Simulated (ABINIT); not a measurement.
**Beyond one shot: LiGeN (P6_3mc)**

Wanted: G0W0 and self-consistent gaps of LiGeN (P6_3mc), with the cost of the cycles.

Main program and level: ABINIT 10.8.3; PBE and many-body steps on it, plane waves.

Report form: the programs' logs are mostly left out.

### Step 1. Starting point

The structure is hexagonal, space group P6_3mc (No. 186). Conventional cell: a = 3.012 Å, b = 3.012 Å, c = 9.419 Å, α = 90.00°, β = 90.00°, γ = 120.00°. Nearest to Li lie 3 N at 2.18 Å. Nearest to Ge lie 3 N at 2.00 Å. Nearest to N lie 3 Ge at 2.00 Å and 3 Li at 2.18 Å. Farther neighbours and most contacts between anions are not listed.

The cell and positions are those that the Materials Project relaxed with its own functionals (PBE, PBE+U or r2SCAN), kept fixed.

### Step 2. Empty states on the mesh, 3×3×1 mesh, 85 bands

This step: ABINIT 10.8.3; DFT, PBE, plane waves, norm-conserving pseudopotentials.

The sums over transitions need many empty states on a uniform mesh; this step solves for them.

Input file run.abi:

```
acell 3*1.0 Angstrom
rprim 
  3.012408535488 -0.000000000022 0.000000000000
  -1.506204267725 2.608822318321 0.000000000000
  0.000000000000 0.000000000000 9.419459000000
ntypat 3
znucl 3 32 7
natom 6
typat 1 1 2 2 3 3
xred 
  0.666666666667 0.333333333333 0.743392000000
  0.333333333333 0.666666666667 0.243392000000
  -0.000000000000 -0.000000000000 0.498023000000
  -0.000000000000 -0.000000000000 0.998023000000
  0.333333333333 0.666666666667 0.603223000000
  0.666666666667 0.333333333333 0.103223000000
pp_dirpath "pseudos"
pseudos "Li.upf, Ge.upf, N.upf"
ecut 56
ngkpt 3 3 1
nshiftk 1
shiftk 0 0 0
kptopt 1
chksymbreak 0
iscf -2
irdden 1
istwfk *1
nband 85
nbdbuf 6
tolwfr 1e-09
nstep 60
prtvol 0
indata_prefix "in"
outdata_prefix "out"
tmpdata_prefix "tmp"
```

Run with:

```sh
$ OMP_NUM_THREADS=1 mpirun -n 3 abinit run.abi > log
```

It took 26 s on 3 MPI ranks of Arm Neoverse V1, shared host; peak memory 0.34 GiB.

Numbers from this step:

* gap: 2.628 eV
* k of the valence top: 0.3333, 0, 0
* k of the conduction bottom: 0.3333, 0.3333, 0
* least direct gap: 2.631 eV
* k points computed: 3
* lowest point of the top converged band, above the valence top: 36.96 eV

On this mesh the gap is 2.628 eV.

The density comes from a self-consistent run that is not shown.

### Step 3. Screening, 3×3×1 mesh, 79 bands, screening to 106.1 eV

The RPA dielectric matrix is built and inverted for each q.

This step: RPA screening on PBE, plane waves, norm-conserving pseudopotentials.

Changes to run.abi since step 2:

```diff
@@ -24,10 +24,11 @@
 chksymbreak 0
-iscf -2
-irdden 1
 istwfk *1
-nband 85
-nbdbuf 6
-tolwfr 1e-09
-nstep 60
-prtvol 0
+occopt 1
+irdwfk 1
+optdriver 3
+nband 79
+ecuteps 3.9
+inclvkb 2
+awtr 1
+symchi 1
 indata_prefix "in"
```

Run with:

```sh
$ OMP_NUM_THREADS=1 mpirun -n 4 abinit run.abi > log
```

Run time: 16 s. Hardware: 4 MPI ranks; peak memory 0.96 GiB; 63 s of CPU time.

Numbers from this step:

| Item | Value |
| --- | --- |
| ε∞ with local fields, on this mesh, along the program's q direction | 11.87 |
| the same without local fields | 13.41 |
| plasma frequency | 33.43 eV |
| plane waves in the screening matrix | 201 |

Local fields lower ε∞ by 11 %. On a Γ-centred mesh this coarse the value itself is usually too large, while a short band sum pulls it down.

### Step 4. G0W0

The self-energy is evaluated for the states that the input lists, and the levels follow from it, in one-shot runs by the linearised quasiparticle equation.

This step: G0W0 on PBE, plane waves, norm-conserving pseudopotentials.

Changes to run.abi since step 3:

```diff
@@ -27,8 +27,19 @@
 irdwfk 1
-optdriver 3
+optdriver 4
 nband 79
+gwcalctyp 0
+ecutsigx 56
+symsigma 1
+nkptgw 3
+kptgw 
+  0.3333333333 0.0000000000 0.0000000000
+  0.3333333333 0.3333333333 0.0000000000
+  0.0000000000 0.0000000000 0.0000000000
+bdgw 
+  29 32
+  29 32
+  26 32
 ecuteps 3.9
-inclvkb 2
-awtr 1
-symchi 1
+irdscr 1
+ppmodel 1
 indata_prefix "in"
```

The job ended after 9.3 s (4 MPI ranks; peak memory 0.95 GiB).

This step gave:

| Property | Result |
| --- | --- |
| G0W0 gap on the points computed | 3.187 eV |
| starting gap on the mesh | 2.628 eV |
| k of the valence top | 0.3333, 0, 0 |
| k of the conduction bottom | 0.3333, 0.3333, 0 |
| Z at the valence top | 0.778 |
| Z at the conduction bottom | 0.801 |
| least direct G0W0 gap on the computed points | 3.346 eV |

The gap on the mesh goes from 2.63 eV to 3.19 eV, a correction of +0.56 eV.

### Step 5. evGW0, cycle 1

This step: evGW0 on PBE, plane waves, norm-conserving pseudopotentials.

Changes to run.abi since step 4:

```diff
@@ -29,3 +29,3 @@
 nband 79
-gwcalctyp 0
+gwcalctyp 10
 ecutsigx 56
@@ -34,9 +34,9 @@
 kptgw 
+  0.0000000000 0.0000000000 0.0000000000
   0.3333333333 0.0000000000 0.0000000000
   0.3333333333 0.3333333333 0.0000000000
-  0.0000000000 0.0000000000 0.0000000000
 bdgw 
-  29 32
-  29 32
-  26 32
+  23 34
+  23 34
+  23 34
 ecuteps 3.9
```

Wall time 16 s (4 MPI ranks); peak memory 1.2 GiB; 65 s of CPU time.

This step gave:

```yaml
quasiparticle_gap_on_the_points_computed: 3.322 eV
gap_of_the_density_functional_on_the_mesh: 2.628 eV
k_of_the_valence_top: 0.3333, 0, 0
k_of_the_conduction_bottom: 0.3333, 0.3333, 0
z_at_the_valence_top: 0.778
z_at_the_conduction_bottom: 0.801
least_direct_quasiparticle_gap_on_the_computed_points: 3.524 eV
```

Against G0W0 in ABINIT (3×3×1 mesh, 79 bands, screening to 106.1 eV, Godby-Needs plasmon pole), the gap moves by +0.135 eV. This first cycle still uses the starting levels; it takes the full correction, at all points of the mesh, and its linearised value is 3.187 eV.

### Step 6. evGW0, cycle 2

The corrected levels of the last cycle go back in.

Changes to run.abi since step 5:

```diff
@@ -44,2 +44,3 @@
 ppmodel 1
+irdqps 1
 indata_prefix "in"
```

The job ended after 16 s (4 MPI ranks; peak memory 1.2 GiB; 65 s of CPU time).

This step gave:

* quasiparticle gap on the points computed: 3.253 eV
* gap of the density functional on the mesh: 2.628 eV
* k of the valence top: 0.3333, 0, 0
* k of the conduction bottom: 0.3333, 0.3333, 0
* least direct quasiparticle gap on the computed points: 3.421 eV

Against the cycle before, the gap moves by −0.069 eV.

### Step 7. evGW0, cycle 3

run.abi is that of step 6.

Wall time 16 s (4 MPI ranks); peak memory 1.2 GiB; 65 s of CPU time.

Numbers from this step:

```yaml
quasiparticle_gap_on_the_points_computed: 3.259 eV
gap_of_the_density_functional_on_the_mesh: 2.628 eV
k_of_the_valence_top: 0.3333, 0, 0
k_of_the_conduction_bottom: 0.3333, 0.3333, 0
least_direct_quasiparticle_gap_on_the_computed_points: 3.433 eV
```

Against the cycle before, the gap moves by +0.006 eV.

### Step 8. Screening, 3×3×1 mesh, 79 bands, screening to 106.1 eV

This step: RPA screening on PBE, plane waves, norm-conserving pseudopotentials.

Changes to run.abi since step 7:

```diff
@@ -27,20 +27,13 @@
 irdwfk 1
-optdriver 4
+optdriver 3
 nband 79
+ecuteps 3.9
+inclvkb 2
+awtr 1
+symchi 1
 gwcalctyp 10
-ecutsigx 56
-symsigma 1
-nkptgw 3
-kptgw 
-  0.0000000000 0.0000000000 0.0000000000
-  0.3333333333 0.0000000000 0.0000000000
-  0.3333333333 0.3333333333 0.0000000000
-bdgw 
-  23 34
-  23 34
-  23 34
-ecuteps 3.9
-irdscr 1
-ppmodel 1
-irdqps 1
+mbpt_sciss 0.735 eV
+nqptdm 1
+qptdm 
+  0 0 0
 indata_prefix "in"
```

The job ended after 13 s (4 MPI ranks; peak memory 0.96 GiB; 50 s of CPU time).

This step gave:

| Item | Value |
| --- | --- |
| ε∞ with local fields, on this mesh, along the program's q direction | 10.35 |
| the same without local fields | 11.51 |
| plasma frequency | 33.43 eV |
| plane waves in the screening matrix | 201 |

This screening uses the functional's bands under a rigid shift, the mean opening of the cycle before.

### Step 9. Screening, 3×3×1 mesh, 79 bands, screening to 106.1 eV

This step: RPA screening on PBE from quasiparticle energies, plane waves, norm-conserving pseudopotentials.

Changes to run.abi since step 8:

```diff
@@ -33,7 +33,8 @@
 symchi 1
+irdqps 1
 gwcalctyp 10
-mbpt_sciss 0.735 eV
-nqptdm 1
+nqptdm 2
 qptdm 
-  0 0 0
+  0.3333333333 0.0000000000 0.0000000000
+  0.3333333333 0.3333333333 0.0000000000
 indata_prefix "in"
```

Input file mrgscr.stdin:

```
2
merged
q0_SCR
out_SCR
1
```

Run with:

```sh
$ OMP_NUM_THREADS=1 mpirun -n 4 abinit run.abi > log; mrgscr < mrgscr.stdin
```

The job ended after 8.3 s (4 MPI ranks; peak memory 0.72 GiB; 33 s of CPU time).

Numbers from this step:

```
plasma frequency                    : 33.43 eV
plane waves in the screening matrix : 201
```

This screening reads the quasiparticle levels of the cycle before.

### Step 10. evGW, cycle 1

This step: evGW on PBE, plane waves, norm-conserving pseudopotentials.

Changes to run.abi since step 9:

```diff
@@ -27,14 +27,20 @@
 irdwfk 1
-optdriver 3
+optdriver 4
 nband 79
-ecuteps 3.9
-inclvkb 2
-awtr 1
-symchi 1
-irdqps 1
 gwcalctyp 10
-nqptdm 2
-qptdm 
+ecutsigx 56
+symsigma 1
+nkptgw 3
+kptgw 
+  0.0000000000 0.0000000000 0.0000000000
   0.3333333333 0.0000000000 0.0000000000
   0.3333333333 0.3333333333 0.0000000000
+bdgw 
+  23 34
+  23 34
+  23 34
+ecuteps 3.9
+irdscr 1
+ppmodel 1
+irdqps 1
 indata_prefix "in"
```

Run with:

```sh
$ OMP_NUM_THREADS=1 mpirun -n 4 abinit run.abi > log
```

Elapsed: 16 s, on 4 MPI ranks; peak memory 1.2 GiB; 65 s of CPU time.

This step gave:

```
quasiparticle gap on the points computed              : 3.373 eV
gap of the density functional on the mesh             : 2.628 eV
k of the valence top                                  : 0.3333, 0, 0
k of the conduction bottom                            : 0.3333, 0.3333, 0
least direct quasiparticle gap on the computed points : 3.537 eV
```

Against G0W0 in ABINIT (3×3×1 mesh, 79 bands, screening to 106.1 eV, Godby-Needs plasmon pole), the gap moves by +0.186 eV.

### Step 11. Screening, 3×3×1 mesh, 79 bands, screening to 106.1 eV

This step: RPA screening on PBE, plane waves, norm-conserving pseudopotentials.

Changes to run.abi since step 10:

```diff
@@ -27,20 +27,13 @@
 irdwfk 1
-optdriver 4
+optdriver 3
 nband 79
+ecuteps 3.9
+inclvkb 2
+awtr 1
+symchi 1
 gwcalctyp 10
-ecutsigx 56
-symsigma 1
-nkptgw 3
-kptgw 
-  0.0000000000 0.0000000000 0.0000000000
-  0.3333333333 0.0000000000 0.0000000000
-  0.3333333333 0.3333333333 0.0000000000
-bdgw 
-  23 34
-  23 34
-  23 34
-ecuteps 3.9
-irdscr 1
-ppmodel 1
-irdqps 1
+mbpt_sciss 0.847 eV
+nqptdm 1
+qptdm 
+  0 0 0
 indata_prefix "in"
```

It took 13 s on 4 MPI ranks; peak memory 1 GiB; 51 s of CPU time.

Numbers from this step:

```yaml
eps_infinity_with_local_fields_on_this_mesh_along_the_program_s_q_direction: 10.16
the_same_without_local_fields: 11.27
plasma_frequency: 33.43 eV
plane_waves_in_the_screening_matrix: 201
```

This screening uses the functional's bands under a rigid shift, the mean opening of the cycle before.

### Step 12. Screening, 3×3×1 mesh, 79 bands, screening to 106.1 eV

This step: RPA screening on PBE from quasiparticle energies, plane waves, norm-conserving pseudopotentials.

Changes to run.abi since step 11:

```diff
@@ -33,7 +33,8 @@
 symchi 1
+irdqps 1
 gwcalctyp 10
-mbpt_sciss 0.847 eV
-nqptdm 1
+nqptdm 2
 qptdm 
-  0 0 0
+  0.3333333333 0.0000000000 0.0000000000
+  0.3333333333 0.3333333333 0.0000000000
 indata_prefix "in"
```

mrgscr.stdin is that of step 9.

Run with:

```sh
$ OMP_NUM_THREADS=1 mpirun -n 4 abinit run.abi > log; mrgscr < mrgscr.stdin
```

Wall time 8.3 s (4 MPI ranks); peak memory 0.72 GiB; 33 s of CPU time.

Numbers from this step:

```
plasma frequency                    : 33.43 eV
plane waves in the screening matrix : 201
```

This screening reads the quasiparticle levels of the cycle before.

### Step 13. evGW, cycle 2

This step: evGW on PBE, plane waves, norm-conserving pseudopotentials.

Changes to run.abi since step 12:

```diff
@@ -27,14 +27,20 @@
 irdwfk 1
-optdriver 3
+optdriver 4
 nband 79
-ecuteps 3.9
-inclvkb 2
-awtr 1
-symchi 1
-irdqps 1
 gwcalctyp 10
-nqptdm 2
-qptdm 
+ecutsigx 56
+symsigma 1
+nkptgw 3
+kptgw 
+  0.0000000000 0.0000000000 0.0000000000
   0.3333333333 0.0000000000 0.0000000000
   0.3333333333 0.3333333333 0.0000000000
+bdgw 
+  23 34
+  23 34
+  23 34
+ecuteps 3.9
+irdscr 1
+ppmodel 1
+irdqps 1
 indata_prefix "in"
```

Run with:

```sh
$ OMP_NUM_THREADS=1 mpirun -n 4 abinit run.abi > log
```

Wall time 16 s (4 MPI ranks); peak memory 1.2 GiB.

Numbers from this step:

- quasiparticle gap on the points computed: 3.380 eV
- gap of the density functional on the mesh: 2.628 eV
- k of the valence top: 0.3333, 0, 0
- k of the conduction bottom: 0.3333, 0.3333, 0
- least direct quasiparticle gap on the computed points: 3.543 eV

Against the cycle before, the gap moves by +0.007 eV.

### Step 14. Side by side

Times are wall times on 4 MPI ranks of Arm Neoverse V1, shared host, good to a factor of about two. A run's time includes the screening step that it read.

| run | mesh | bands | screening cutoff (eV) | DFT gap (eV) | gap on the mesh (eV) | direct (eV) | ε∞ used | time |
| --- | --- | --- | --- | --- | --- | --- | --- | --- |
| G0W0 | 3×3×1 | 79 | 106.1 | 2.628 | 3.187 | 3.346 | 11.87 | 25 s |
| evGW0, cycle 1 | 3×3×1 | 79 | 106.1 | 2.628 | 3.322 | 3.524 | 11.87 | 32 s |
| evGW0, cycle 2 | 3×3×1 | 79 | 106.1 | 2.628 | 3.253 | 3.421 | 11.87 | 32 s |
| evGW0, cycle 3 | 3×3×1 | 79 | 106.1 | 2.628 | 3.259 | 3.433 | 11.87 | 32 s |
| evGW, cycle 1 | 3×3×1 | 79 | 106.1 | 2.628 | 3.373 | 3.537 | 10.35 | 37 s |
| evGW, cycle 2 | 3×3×1 | 79 | 106.1 | 2.628 | 3.380 | 3.543 | 10.16 | 37 s |

### Step 15. Summary of results

```json
{
  "G0W0": "3.187 eV",
  "evGW0, cycle 1": "3.322 eV",
  "evGW0, cycle 2": "3.253 eV",
  "evGW0, cycle 3": "3.259 eV",
  "evGW, cycle 1": "3.373 eV",
  "evGW, cycle 2": "3.380 eV",
  "known limits": "not at the basis limit; no spin-orbit coupling; coarse k mesh"
}
```

Only the bands that the input lists are updated; the others, empty or deep, keep the functional's energies or take a rigid shift. The evGW loop starts from the last levels of evGW0, so its cycles and time come on top of those. evGW0 ends at 3.26 eV, +0.07 eV from G0W0, after 3 cycles that took 49 s beside the first screening; the last moved the gap by 0.006 eV. evGW ends at 3.38 eV, +0.19 eV from G0W0, after 2 cycles that took 75 s beside the first screening; the last moved the gap by 0.007 eV. The first cycle of evGW0 takes the full correction, without the factor Z, so it overshoots the one-shot value. Bands and cutoff are finite, so the gap is not at the basis limit. The miss can reach some tenths of an eV and take either sign; the mesh is an error of its own. A denser mesh or path gives a starting gap of 1.46 eV: the GW mesh misses a band edge, so its gaps are not the fundamental one. The 3×3×1 mesh is coarse for this cell, which bears on the long-range parts of exchange and screening. In the updated screening the q = 0 part is built from Kohn-Sham bands under a rigid shift, the other q from the quasiparticle levels. The many-body steps are scalar-relativistic: spin-orbit coupling is not in them.

[Paths, hosts, dates, memory and timing lines, banners, echoed tables and standing remarks are left out of the program output.]

[Logs are printed without paths, hosts, clocks, repeated set-up lines and the standing remarks that a program may print on its own settings, such as how far it seeks lower states.]

[Runs of the session that timed out or met a known fault of the program may be left out.]

[Hosts, paths, dates, database ids (printed as entryN), source tags and the programs' standing remarks are cut or masked in the printed files.]

[G0W0 gaps are taken among the corrected bands and points alone; a level outside them can change the order at an edge.]

[Where Ansatz stands beside ABINIT at settings called matched, ABINIT's density can come from a denser mesh and the files from another edition; pairs whose starting gaps differed by over 0.03 eV were left out, so agreement reads better than it is.]
